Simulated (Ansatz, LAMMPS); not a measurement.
**Glassy 32SiO2-46B2O3-11MgO-11CaO (mol %) (137 atoms): a single point**

What does DFT give for glassy 32SiO2-46B2O3-11MgO-11CaO (mol %) (137 atoms) as built?

Program: Ansatz 0.2.0. Level of theory: Kohn-Sham DFT, PBE, PAW (set soft_2), plane waves. Results are calculated unless marked as measured.

### Step 1. The structure

The cell holds 137 atoms: 12 Si, 34 B, 4 Mg, 4 Ca and 83 O. Its edges and angles: a = 11.729 Å, b = 11.729 Å, c = 11.729 Å, α = 90.0°, β = 90.0°, γ = 90.0°. 137 atoms (12 Si, 34 B, 4 Mg, 4 Ca, 83 O) placed at random at 2.18 g/cm³, melted at 3000 K for 20 ps at fixed volume with the Buckingham and Coulomb pair potential of Guillot and Sator (Geochim. Cosmochim. Acta 71, 1249 (2007)) with the boron terms of Wang et al. (J. Non-Cryst. Solids 498, 294 (2018)). Quenched from 3000 K to 300 K at 30 K/ps and fixed volume, held 10 ps at zero pressure.

What the set-up can't give: The quench rate of 30 K/ps is orders of magnitude faster than experiment, which tends to freeze in extra defects. The starting topology of bonds comes from the classical model, and needn't be the one that DFT or experiment would give. Sampling is at Γ alone, for a cell whose shortest periodic width is 12 Å.

### Step 2. How the cell was made

A classical potential supplies the starting structure, since it reaches far longer times than DFT.

This step: classical MD, Buckingham and Coulomb pair potential of Guillot and Sator (Geochim. Cosmochim. Acta 71, 1249 (2007)) with the boron terms of Wang et al. (J. Non-Cryst. Solids 498, 294 (2018)) (LAMMPS 22 Jul 2025 - Update 4).

The input, in.lmp:

```
# melt-quench of Si12B34Mg4Ca4O83
units metal
atom_style charge
boundary p p p
region box block 0 12.0359 0 12.0359 0 12.0359
create_box 5 box
mass 1 28.0850   # Si
mass 2 10.8100   # B
mass 3 24.3050   # Mg
mass 4 40.0780   # Ca
mass 5 15.9990   # O
create_atoms 1 random 12 37743 NULL overlap 1.5 maxtry 2000
create_atoms 2 random 34 37750 NULL overlap 1.5 maxtry 2000
create_atoms 3 random 4 37757 NULL overlap 1.5 maxtry 2000
create_atoms 4 random 4 37764 NULL overlap 1.5 maxtry 2000
create_atoms 5 random 83 37771 NULL overlap 1.5 maxtry 2000
pair_style buck/coul/long 9.0
pair_coeff * * 0.0 1.0 0.0
pair_coeff 1 5 50306.10 0.161 46.2978   # Si-O
pair_coeff 2 5 206941.81 0.124 35.0018   # B-O
pair_coeff 3 5 32652.64 0.178 27.281   # Mg-O
pair_coeff 4 5 155667.70 0.178 42.2597   # Ca-O
pair_coeff 5 5 9022.79 0.265 85.0921   # O-O
pair_coeff 2 2 484.40 0.35 0.0   # B-B
pair_coeff 1 2 337.70 0.29 0.0   # Si-B
set type 1 charge 1.89
set type 2 charge 1.4175
set type 3 charge 0.945
set type 4 charge 0.945
set type 5 charge -0.945
kspace_style pppm 1.0e-4
neigh_modify delay 0 every 1 check yes
thermo_style custom step time temp pe press density
thermo_modify norm yes
# [... 17 lines left out ...]
fix md all nvt temp 3000 300 0.1
run 90000 post no
unfix md
thermo 3333
fix md all npt temp 300 300 0.1 iso 0 0 1
run 10000 post no
unfix md
write_dump all custom glass.dump id type xs ys zs modify sort id
```

On the command line:

```sh
lmp -in in.lmp -log none -nocite
```

Numbers of over 12 decimals in the logs are rounded to 6 here.

The log of the run:

```text
LAMMPS (22 Jul 2025 - Update 4)
Created orthogonal box = (0 0 0) to (12.0359 12.0359 12.0359)
Created 12 atoms
Created 34 atoms
Created 4 atoms
Created 4 atoms
Created 83 atoms
PPPM initialization ...
  G vector (1/distance) = 0.3261271
  grid = 10 10 10
  estimated relative force accuracy = 6.6918602e-05
   Step          Time           Temp          PotEng         Press         Density
         0   0              0              1.4664012      1348540.1      2.1809742
       100   0.1            0             -10.884354     -34494.843      2.1809742
       122   0.122          0             -10.949942     -39896.776      2.1809742
Loop time of 0.176358 s on 1 MPI rank(s) for 122 steps with 137 atoms
Minimization stats:
  Stopping criterion = energy tolerance
  Energy initial, next-to-last, final =
       1.4664012126203  -10.9490613880694  -10.9499419853392
  Force two-norm initial, final = 587.96576 4.6560249
  Iterations, force evaluations = 122 200
[... 7 lines left out ...]
      3333   3.333          3266.5443     -10.742684      7977.2096      2.1809742
      6666   6.666          2811.5124     -10.705715      9291.4319      2.1809742
      9999   9.999          3192.3102     -10.701864     -1387.5135      2.1809742
     13332   13.332         2867.8634     -10.676003      10725.863      2.1809742
     16665   16.665         2943.5773     -10.702876     -30681.913      2.1809742
[... 2 lines left out ...]
Loop time of 12.8096 s on 1 MPI rank(s) for 20000 steps with 137 atoms
   Step          Time           Temp          PotEng         Press         Density
[... 12 lines left out ...]
Loop time of 56.6827 s on 1 MPI rank(s) for 90000 steps with 137 atoms
   Step          Time           Temp          PotEng         Press         Density
[... 1 line left out ...]
    113322   113.322        298.09312     -11.18486       1165.0669      2.3220863
    116655   116.655        318.34586     -11.186729     -2902.6696      2.352626
    119988   119.988        287.5574      -11.185989      5838.6853      2.3768357
    121000   121            328.31814     -11.181852     -0.21791795     2.3567422
Loop time of 7.62525 s on 1 MPI rank(s) for 10000 steps with 137 atoms
```

The job ended after 78 s (1 thread of Arm Neoverse V1, shared host; peak memory 0.077 GiB).

### Step 3. Plane-wave single point

The electrons are solved once, with the atoms held.

The input, input.yaml:

```yaml
crystal:
  lattice:
    - [11.72892, 0.0, 0.0]
    - [0.0, 11.72892, 0.0]
    - [0.0, 0.0, 11.72892]
  atoms:
    - { symbol: Si, position: [0.26449, 0.62785, 0.95788] }
    - { symbol: Si, position: [0.69676, 0.6425, 0.76699] }
    - { symbol: Si, position: [0.68475, 0.9867, 0.8868] }
    - { symbol: Si, position: [0.64354, 0.99428, 0.56705] }
    - { symbol: Si, position: [0.94349, 0.72091, 0.48777] }
    - { symbol: Si, position: [0.57664, 0.35054, 0.02435] }
    - { symbol: Si, position: [0.10557, 0.34772, 0.103] }
    - { symbol: Si, position: [0.03808, 0.16212, 0.77868] }
    - { symbol: Si, position: [0.83379, 0.03421, 0.21963] }
    - { symbol: Si, position: [0.34736, 0.86777, 0.91929] }
    - { symbol: Si, position: [0.19883, 0.80126, 0.56818] }
    - { symbol: Si, position: [0.63772, 0.74444, 0.52202] }
    - { symbol: B, position: [0.8657, 0.80782, 0.26364] }
    - { symbol: B, position: [0.08376, 0.13814, 0.0207] }
    - { symbol: B, position: [0.11485, 0.91919, 0.97638] }
    - { symbol: B, position: [0.57443, 0.5294, 0.16895] }
    - { symbol: B, position: [0.46292, 0.1971, 0.21543] }
    - { symbol: B, position: [0.95169, 0.23056, 0.33236] }
    - { symbol: B, position: [0.91874, 0.89392, 0.87422] }
    - { symbol: B, position: [0.90812, 0.73516, 0.72335] }
    - { symbol: B, position: [0.3371, 0.38842, 0.01139] }
    - { symbol: B, position: [0.76087, 0.19441, 0.04012] }
    - { symbol: B, position: [0.73626, 0.41493, 0.8394] }
    - { symbol: B, position: [0.89242, 0.39022, 0.00522] }
    - { symbol: B, position: [0.13289, 0.671, 0.7478] }
    - { symbol: B, position: [0.36521, 0.58974, 0.22121] }
    - { symbol: B, position: [0.04302, 0.49589, 0.47556] }
    - { symbol: B, position: [0.16276, 0.16834, 0.40828] }
    - { symbol: B, position: [0.20556, 0.97627, 0.26791] }
    - { symbol: B, position: [0.70696, 0.57794, 0.34842] }
    - { symbol: B, position: [0.15534, 0.50517, 0.28561] }
    - { symbol: B, position: [0.49836, 0.92253, 0.74488] }
    [... 99 atom lines left out ...]
    - { symbol: O, position: [0.1378, 0.49226, 0.40313] }
    - { symbol: O, position: [0.61979, 0.07932, 0.45821] }
    - { symbol: O, position: [0.21038, 0.87947, 0.92087] }
    - { symbol: O, position: [0.70242, 0.12037, 0.84601] }
    - { symbol: O, position: [0.63361, 0.40073, 0.90884] }
    - { symbol: O, position: [0.35835, 0.73221, 0.9581] }
kpoints:
  mp_grid: { grid: [1, 1, 1] }
hamiltonian:
  xc: pbe
scf:
  occupations: { method: fixed }
output:
  forces: true
  stress: true
  populations: true
  dos:
    method: { smearing: { sigma: 0.1 } }
    de: 0.1
    projected: { site_lists: { B: [B], Ca: [Ca], Mg: [Mg], O: [O], Si: [Si] } }
  eigenvalues: true
  write_density: true
  write_potential: true
  volumetric_format: npy
```

On the command line:

```sh
ansatz run input.yaml --threads 8 --pin off --max-ram 15872MiB --backend cpu --events-out ev --progress --plain --runs-dir out
```

The log of the run:

```text
Engine: ansatz 0.2.0, aarch64-unknown-linux-gnu
Pseudopotentials: kind: paw
Pseudopotential: Si, paw, valence charge 4, recommended cutoff 420 eV (normal), Si.paw.azcp
Pseudopotential: B, paw, valence charge 3, recommended cutoff 420 eV (normal), B.paw.azcp
Pseudopotential: Mg, paw, valence charge 10, recommended cutoff 420 eV (normal), Mg.paw.azcp
Pseudopotential: Ca, paw, valence charge 10, recommended cutoff 420 eV (normal), Ca.paw.azcp
Pseudopotential: O, paw, valence charge 6, recommended cutoff 420 eV (normal), O.paw.azcp
[... 5 lines on functional and potentials left out ...]
Crystal: 137 atoms, lattice volume = 1613.519 Å³
Basis set: ecut = 420 eV, 31463 PW (Γ), exchange–correlation on 160×160×160 points (8 copies of the dense FFT grid, shifted against one another)
Bands: 501, of which v1, the nominal top of the filled ones, is band 364 counted from 1 (363 counted from 0)
Symmetry: 1 space group operations
Space group: P1 (ITA 1), of the structure as read, at distance tolerance 1.2e-4 Å
k-points: 1
[... 11 lines on functional and potentials left out ...]
Initial density: superposition of atomic densities (neutral atoms: chi_scale 0, normalization atom), corrected by the library's trained network
Initial wavefunctions: pseudopotential atomic-orbital guess
Functional: x = pbe(κ = 0.804, μ = 0.219515), c = pbe(β = 0.066725)
SCF iter   1: F=—  HF=-75112.445946 eV  |F-HF|=—  |Δ(HF+E_count)|=         —  Δρ=4.19e-3  dr2=4.36e-1  ethr=1.77e-3  ⟨swp⟩=6.0  Hψ=1811  notcnv=0  defer=135
[...]
E_xc         = -8516.723845
  E_vxc        = -10471.201296  (∫ρ·V_xc dr)
  E_paw        = -26620.877706  (= ΣΔE_a)
  E_vpaw       = -3538.905812  (= ΣTr[D̂ρ^β])
  E_aug_tail   = 0.211982  (compensation charges beyond the density's cutoff)
  E_ewald      = -26992.964046
  E_smearing   = -0.000000  (= −TS)
  E_closure    = 0.000000  (closes the sum)
  Σ components = -75112.353867   (vs F -75112.353867, Δ=0.00e0)
--- Forces (eV/Å), atoms counted from 1 ---
  atom   1  Si    -0.87786160    -1.52957087     0.87353507
  atom   2  Si    -0.28301696    -0.37545857     0.77750569
  atom   3  Si     2.36897871     1.00367787    -2.08356869
  atom   4  Si     0.34150985     1.15177801     1.10345547
  atom   5  Si     0.24475492    -1.93675246     1.06166380
  atom   6  Si     3.53264984     2.90181321    -0.40405387
  atom   7  Si     0.89118497     0.90426329    -1.82840864
  atom   8  Si    -1.27214884    -0.93229893    -1.80697403
[...]
atom  13  B     -4.07836619    -2.15636985    -0.31660825
  atom  14  B     -0.45357941    -0.69397750    -1.34211699
[...]
atom 136  O     -0.79617254     0.64522698     0.09190724
  atom 137  O      0.02763452    -0.65668281    -0.04595194
  max |Σ_I F_I| component: 2.99e-5 eV/Å
--- Stress (GPa, compression-positive) ---
       -5.586864       1.394170      -0.515336
        1.394172      -2.270777      -0.013360
       -0.515329      -0.013357      -1.967865
  P = ⅓ Tr σ = -3.2752 GPa (-32.752 kbar)
--- Band table (eV) ---
  k-point 0: bands = ["-70.6612", "-70.6262", "-70.0878", "-69.9433", [... 485 levels ...], "13.8909", "13.9502", "13.9898", "14.0304", "14.0655", "14.1114", "14.1372", "14.2029", "14.2399", "14.2636", "14.2847", "14.3306"]
--- Löwdin populations: 137 sites ---
  site symbol       q [e]
     0     Si      2.2501
     1     Si      2.2119
     2     Si      2.2480
[...]
136      O      6.7652
  spilling = 0.010394 (of n_electrons = 728.000000)
[key lines of the parts left out:]
SCF converged after 11 iterations
Free energy (F): -75112.353867 eV
Fermi energy:    4.809135 eV
```

Wall time 26 s (8 threads of Arm Neoverse V1, shared host); peak memory 2.5 GiB; 3.3 min of CPU time.

In the SCF lines HF is the Harris–Foulkes energy and dr2 the Hartree energy of the density residual, in eV; the loop may stop once dr2 is under the threshold and the program's other checks hold. Hψ counts applications of the Hamiltonian.

The program notes that the exchange-correlation potential is rough where the density is thin.

The run gave:

| Quantity | Value |
| --- | --- |
| free energy | -75112.3539 eV |
| free energy per atom | -548.2654 eV/atom |
| SCF cycles | 11 |
| pressure | -3.275 GPa |
| r.m.s. force component | 1.139 eV/Å |
| longest force | 5.094 eV/Å |
| Fermi energy | 4.809 eV |
| gap (highest filled to lowest empty level) | 2.663 eV |
| spilling of the projection | 0.01039 |

Length of the force by element:

```csv
element,coordination,atoms,mean length of the force (eV/Å),spread,least,most
B,all,34,2.47,0.974,0.768,5.09
Ca,all,4,1.36,0.504,0.662,2.07
Mg,all,4,1.05,0.557,0.269,1.59
O,all,83,1.32,0.751,0.265,4.31
Si,all,12,2.44,1.20,0.909,4.98
```

Löwdin charges by element (they lack the spilled electrons, 0.055 e an atom on average):

```csv
element,coordination,atoms,mean charge (e),spread,least,most
B,all,34,0.618,0.044,0.542,0.705
Ca,all,4,1.81,0.0088,1.80,1.82
Mg,all,4,1.66,0.0045,1.66,1.67
O,all,83,-0.584,0.120,-0.845,-0.353
Si,all,12,1.76,0.0239,1.72,1.81
```

States in the cell by windows of 1 eV, zero at the Fermi level; the larger projections on atomic orbitals stand beside the total:

```csv
from (eV),to (eV),total,O p,B p
-18,-17,4.5,0.1,0.7
-17,-16,5.5,0.1,0.9
-16,-13,0.0,0.0,0.0
-13,-12,4.2,2.9,0.2
-12,-11,20.8,14.4,1.3
-11,-10,21.4,14.9,1.9
-10,-9,35.0,24.8,4.5
-9,-8,46.2,32.7,8.3
-8,-7,27.8,20.0,5.1
-7,-6,39.1,30.1,5.5
-6,-5,62.7,52.0,5.3
-5,-4,74.0,66.2,3.2
-4,-3,81.0,75.7,2.0
-3,-2,55.3,52.7,0.9
-2,-1,20.5,19.3,0.7
-1,0,8.8,8.4,0.2
0,1,1.2,1.2,0.0
1,2,0.0,0.0,0.0
2,3,4.0,0.4,1.3
3,4,18.5,2.3,7.4
4,5,49.4,5.5,15.7
```

With fixed occupations the program's Fermi level is the highest filled level; weight inside the gap is the broadening of levels at its edges.

Between -26 and -18 eV lie 180 more states.

About 41 of the 728 electrons lie in deeper levels, below the stored range.

The levels nearest the highest filled one (over half full), pooled over k-points and spins:

```csv
level less the highest filled one (eV),occupation
-1.16,2
-0.809,2
-0.722,2
-0.69,2
-0.624,2
0,2
2.66,0
2.84,0
3.29,0
3.31,0
3.46,0
3.49,0
```

Electrostatic potential energy in the bc plane at fractional x = 0.204, with atoms of Si and B and Mg and Ca and O within 0.2 Å of it. With pseudopotentials it is smooth inside the atoms' cores, unlike the true potential.

Ten even steps from '0' (-43 eV) to '9' (10 eV), each cell a mean:
```
999999999999999999864468999854689
999999999999999999865568999600279
999999999999999999863478999832589
999999999999999999930169999998999
999999999999999999964478999999999
999999999999999999998878899999999
998999999999999999998873248999999
877899999988889999999960017899999
512689998765678999999985334576335
512689987300158899999998510033002
877436887200047899999998400025436
998324888522468999999998742368999
999867888877889999999998877789999
999863466789999999999888788899999
987763442389999989999863357899999
731268876799999888898740016899988
332389999999998755788851037877731
068999999999998755789987678987610
589999999999999888899999999999853
999999999999999999999999999999998
999999999988899999999999999999999
999999999965789999997579999999999
999999999831489999983259999999999
999999999965799999875578999999999
```
Columns run along b (11.7 Å; values clipped at the 3rd and 97th percentile), rows up along c (11.7 Å). Atoms in or near the plane, at fractional coordinates: Si at (0.80, 0.57), B at (0.98, 0.27), Mg at (0.73, 0.34), Ca at (0.33, 0.56), O at (0.73, 0.68), O at (0.93, 0.60), O at (0.88, 0.92).

Valence density in the bc plane at fractional x = 0.204, with atoms of Si and B and Mg and Ca and O within 0.2 Å of it. It is the smooth field of the valence electrons, not physical close to the nuclei.

Ten steps, logarithmic in the rise over the least value, from '0' (0 e/Å³) to '9' (21 e/Å³), each cell a mean:
```
000000000011100000112221001245421
000000000000000000122211001477631
000000000000000000245531001366520
000000000000000000257641000122210
000000000000000000245531000000000
012210000000000000012222221000000
123320000000000000001235652100000
122210000000000000000246763111221
322210000133210000000125553224564
323332101466530000000012221135776
223554212567631000000001110124554
013565211355420000000001121111211
001343211121100111000000111100000
001222334321001222100000110000000
133332345531001232100014531000000
356642234421001122100048972122212
456531111100001123211137862234332
333210000000001233311111111233332
211000000000001122211000000112222
100000000000000011000000000000111
000000000112110000011110000000000
000000001244320000124431000000000
110000001356531000135542000000000
110000001244320000124432000011111
```
Columns run along b (11.7 Å), rows up along c (11.7 Å). Atoms in or near the plane, at fractional coordinates: Si at (0.80, 0.57), B at (0.98, 0.27), Mg at (0.73, 0.34), Ca at (0.33, 0.56), O at (0.73, 0.68), O at (0.93, 0.60), O at (0.88, 0.92).

Mean Löwdin charges: B +0.62, Ca +1.81, Mg +1.66, O -0.58, Si +1.76 e (they miss 1.0 % of the electrons, so they add up to more than the cell's charge). The largest share in the top eV of filled states is O p (97 % of the projected weight), and in the lowest eV of empty states B p (49 % of the projected weight).

### Step 4. Distances and neighbours

Bonds and neighbours are counted at the geometry of the runs.

Density 2.36 g/cm³, 11.78 Å³ an atom.

Pair distribution functions g(r), in bins of 0.2 Å:

```csv
r (Å),total,O-O,O-B,O-Si,O-Ca,O-Mg,B-B
1.30,1.92,0.00,6.40,0.00,0.00,0.00,0.00
1.50,1.85,0.00,5.79,1.04,0.00,0.00,0.00
1.70,1.19,0.00,0.25,10.47,0.00,0.00,0.00
1.90,0.11,0.00,0.00,0.00,0.00,3.03,0.00
2.10,0.14,0.00,0.00,0.00,0.00,4.00,0.00
2.30,0.69,1.50,0.04,0.00,2.51,1.14,0.00
2.50,1.38,2.98,0.15,0.00,3.84,0.62,1.03
2.70,1.06,1.66,0.18,0.00,1.07,0.54,2.60
2.90,0.85,0.60,0.38,0.37,1.41,0.69,0.97
3.10,0.80,0.96,0.70,0.55,0.60,0.19,0.22
3.30,1.03,0.87,1.57,0.89,1.05,0.53,0.40
3.50,1.10,0.79,1.48,1.75,0.00,0.96,1.00
3.70,1.22,0.75,1.85,1.46,0.57,1.26,0.90
3.90,1.19,0.82,1.57,2.10,0.26,1.68,1.02
4.10,1.09,0.81,1.16,1.46,1.60,2.19,1.72
4.30,0.90,0.92,0.80,0.84,1.46,0.63,1.38
4.50,1.02,1.33,0.76,0.51,2.00,0.86,0.82
4.70,1.08,1.42,0.78,0.73,0.88,0.97,1.52
4.90,0.92,1.10,0.79,0.54,0.89,0.32,1.06
5.10,1.00,1.16,0.82,1.00,0.82,0.89,0.81
5.30,0.96,0.90,0.98,0.85,0.90,1.11,1.07
5.50,0.91,0.89,1.04,0.85,0.57,1.02,0.63
5.70,0.95,0.74,1.14,1.35,0.83,1.07,0.72
```

A closer look about B41, which bears the longest force: 10 atoms, nearest first, numbered in the order of the input, with positions taken from that point.

```csv
atom,x,y,z,distance (Å),Löwdin charge (e),Fx,Fy,Fz (eV/Å)
B41,0.00,0.00,0.00,0.00,0.58,-5.02,-0.38,-0.78
O105,0.63,-0.71,1.00,1.38,-0.61,1.64,0.55,0.51
O91,-1.32,-0.15,-0.44,1.40,-0.76,2.43,0.72,0.67
O130,0.79,1.05,-0.52,1.41,-0.46,1.84,-0.26,-0.25
B27,0.89,1.87,-1.61,2.62,0.64,-0.97,1.82,-0.83
Si8,0.83,-2.04,1.95,2.94,1.80,-1.27,-0.93,-1.81
Ca54,2.97,-0.05,-0.59,3.03,1.82,1.35,-0.58,1.45
O113,0.97,-1.41,-2.55,3.07,-0.44,-1.35,1.21,-0.22
O61,-2.49,-0.34,1.91,3.16,-0.50,-0.01,-0.57,-0.37
Mg50,-3.20,0.58,0.11,3.25,1.67,0.19,-0.38,-0.66
```

### Step 5. Outcome

```yaml
free_energy_per_atom: -548.2654 eV/atom
pressure: -3.275 GPa
r_m_s_force_component: 1.139 eV/Å
spacing_of_highest_filled_and_lowest_empty_level: 2.663 eV
wall_time_of_the_1_dft_run: 26 s
```

**Reading.** Between filled and empty levels lie 2.66 eV (at Γ alone); a semilocal functional tends to put such gaps too low. In a disordered cell it changes from sample to sample, and tail or defect levels can set it.

Caveats: The force components of 1.1 eV/Å r.m.s. come partly from thermal motion and partly from the difference between the classical potential and DFT. The stress is far from hydrostatic: its diagonal is -5.6, -2.3, -2.0 GPa, compression counted positive. The pressure of -3.3 GPa is that of one thermal frame, in which the classical model's bond lengths enter as well as the volume, without the kinetic term.

[Logs are printed without paths, hosts, clocks, repeated set-up lines and the standing remarks that a program may print on its own settings, such as how far it seeks lower states.]

[Hosts, paths, dates, database ids (printed as entryN), source tags and the programs' standing remarks are cut or masked in the printed files.]
